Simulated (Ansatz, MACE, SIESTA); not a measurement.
## Atom list for Random packing of 52AlCl3-48NaCl (mol %) (76 atoms)

The starting structure: 76 atoms (13 Al, 51 Cl, 12 Na) packed at random in a cube at 1.9 g/cm³ and pushed apart as soft spheres, cations and anions kept from their own kind; a start for melting by ab initio MD, not an equilibrated structure. Then every atom was moved at random, 0.03 Å r.m.s. a Cartesian component.

This is the built cell with every atom moved at random. Method: Kohn-Sham DFT, PBE, PAW, plane waves (Ansatz 0.2.0); cutoff 420 eV, Γ point, fermi-dirac smearing of 0.05 eV; density 1.90 g/cm³.

Cell vectors (Å):

```
12.857 0.000 0.000
0.000 12.857 0.000
0.000 0.000 12.857
```

Positions (Å):

```
1 Al 8.473 9.992 0.544
2 Al 10.335 8.046 7.707
3 Al 1.705 6.815 12.265
4 Al 10.914 10.189 3.359
5 Al 4.763 5.998 2.845
6 Al 11.903 5.887 2.700
7 Al 8.708 3.135 9.684
8 Al 10.983 2.969 12.627
9 Al 11.131 2.261 2.967
10 Al 3.702 9.419 3.603
11 Al 1.949 2.011 12.852
12 Al 11.207 2.769 7.142
13 Al 5.673 0.181 0.274
14 Cl 7.238 5.508 3.343
15 Cl 10.566 0.275 9.636
16 Cl 6.759 5.565 6.678
17 Cl 5.584 5.969 10.179
18 Cl 0.467 1.610 8.093
19 Cl 4.501 10.803 8.152
20 Cl 4.158 3.411 6.236
21 Cl 1.616 11.556 9.711
22 Cl 2.738 8.470 0.989
23 Cl 4.654 7.564 4.383
24 Cl 2.088 9.274 6.234
25 Cl 4.371 12.146 11.556
26 Cl 3.595 6.456 7.476
27 Cl 9.010 12.782 12.629
28 Cl 6.924 2.627 12.272
29 Cl 12.465 12.853 12.548
30 Cl 8.371 9.973 11.026
31 Cl 10.426 4.962 4.041
32 Cl 10.939 5.014 0.665
33 Cl 9.067 8.505 5.425
34 Cl 8.451 6.668 11.926
35 Cl 3.827 0.802 1.775
36 Cl 0.562 4.958 7.674
37 Cl 6.267 9.319 0.766
38 Cl 0.663 1.951 2.147
39 Cl 9.044 12.733 5.574
40 Cl 2.765 7.893 10.452
41 Cl 6.635 3.015 8.980
42 Cl 7.346 12.581 8.920
43 Cl 1.470 5.263 1.052
44 Cl 0.926 10.228 3.250
45 Cl 9.122 3.072 6.586
46 Cl 9.162 2.495 2.051
47 Cl 6.995 12.197 2.478
48 Cl 10.859 12.401 2.707
49 Cl 12.397 11.469 6.856
50 Cl 3.790 1.204 8.836
51 Cl 9.594 7.726 2.144
52 Cl 12.364 7.671 4.844
53 Cl 11.633 3.924 10.340
54 Cl 12.601 7.541 11.996
55 Cl 3.250 12.440 4.948
56 Cl 0.881 4.580 4.268
57 Cl 11.492 9.869 9.794
58 Cl 7.149 8.632 8.092
59 Cl 11.793 1.786 5.115
60 Cl 6.693 2.042 4.376
61 Cl 9.511 6.065 8.780
62 Cl 4.494 4.058 1.808
63 Cl 3.798 3.347 11.379
64 Cl 6.297 10.432 5.281
65 Na 5.129 7.157 12.542
66 Na 3.265 3.981 8.704
67 Na 5.332 9.989 10.481
68 Na 6.343 1.132 6.906
69 Na 2.371 6.602 5.160
70 Na 0.740 8.610 8.434
71 Na 2.467 2.417 4.542
72 Na 12.156 9.921 0.159
73 Na 2.279 11.515 0.645
74 Na 8.369 4.816 1.135
75 Na 8.335 10.828 7.238
76 Na 0.348 12.640 4.046
```

**Question.** What force acts on each atom?

Columns: atom, fx, fy, fz (forces in eV/Å).

```
1 -1.034 0.470 -1.768
2 -1.945 -0.629 0.107
3 0.661 1.400 0.071
4 0.103 -0.726 0.804
5 2.916 -2.269 -0.172
6 0.028 0.403 2.117
7 -0.632 -0.406 -0.174
8 0.250 -1.144 -1.907
9 -0.297 -0.551 0.369
10 -0.874 2.797 1.043
11 0.769 0.122 -0.967
12 1.953 -0.585 1.080
13 1.028 0.900 1.369
14 -2.330 0.790 -0.398
15 -0.723 1.109 -0.426
16 -0.295 0.228 -0.054
17 -0.085 0.123 0.456
18 -1.869 0.897 -0.803
19 -0.046 0.180 0.060
20 0.251 0.088 -0.315
21 0.332 -0.235 0.162
22 0.081 -0.823 -0.450
23 0.804 -0.879 0.595
24 0.596 -0.202 -0.557
25 0.627 0.595 1.078
26 0.090 0.070 -0.008
27 -0.519 -1.083 0.412
28 -0.221 -1.061 0.531
29 0.978 0.169 0.108
30 0.026 -0.202 1.857
31 0.375 -0.655 -0.582
32 0.857 0.966 0.573
33 1.285 0.276 1.326
34 -0.416 -0.438 0.414
35 0.536 -0.240 -1.198
36 -0.891 -0.241 -0.128
37 0.444 0.169 0.242
38 -0.950 0.367 0.493
39 0.027 -0.107 -0.146
40 -0.592 -1.145 1.464
41 0.904 0.145 0.254
42 -0.033 -0.197 0.285
43 0.111 0.679 -0.933
44 -0.449 -0.126 -0.986
45 1.177 0.194 0.945
46 0.687 -0.546 0.465
47 -0.839 0.182 -1.993
48 0.172 0.566 0.011
49 -0.299 -0.291 -0.699
50 0.014 -0.074 -0.300
51 0.545 1.069 -0.552
52 -0.181 -0.520 -1.215
53 -0.610 -0.741 1.125
54 -0.326 -0.255 -0.062
55 -0.451 0.109 -0.527
56 -0.424 0.575 -1.010
57 -0.331 -1.108 -1.148
58 0.342 -0.109 0.242
59 0.063 0.281 -0.450
60 0.015 -0.054 0.198
61 0.849 1.204 -0.897
62 -0.170 1.317 0.647
63 -1.311 -0.218 0.886
64 -0.777 -0.382 -0.490
65 0.528 -0.332 -0.638
66 -0.060 0.006 -0.074
67 0.580 -0.346 -0.576
68 -0.308 -0.110 -0.252
69 -1.004 -0.090 0.937
70 0.327 0.397 0.077
71 0.404 -0.312 0.264
72 -0.189 0.498 -0.365
73 -0.094 0.024 -0.051
74 -0.733 0.447 -0.395
75 -0.078 0.141 -0.156
76 0.650 -0.518 0.759
```

Only the Γ point is sampled, in a cell whose shortest periodic width is 13 Å, which is coarse for a cell with partly filled levels.

The r.m.s. force component is 0.778 eV/Å; the longest force, 3.70 eV/Å, acts on Al5.

[Logs are printed without paths, hosts, clocks, repeated set-up lines and the standing remarks that a program may print on its own settings, such as how far it seeks lower states.]

[Hosts, paths, dates, database ids (printed as entryN), source tags and the programs' standing remarks are cut or masked in the printed files.]
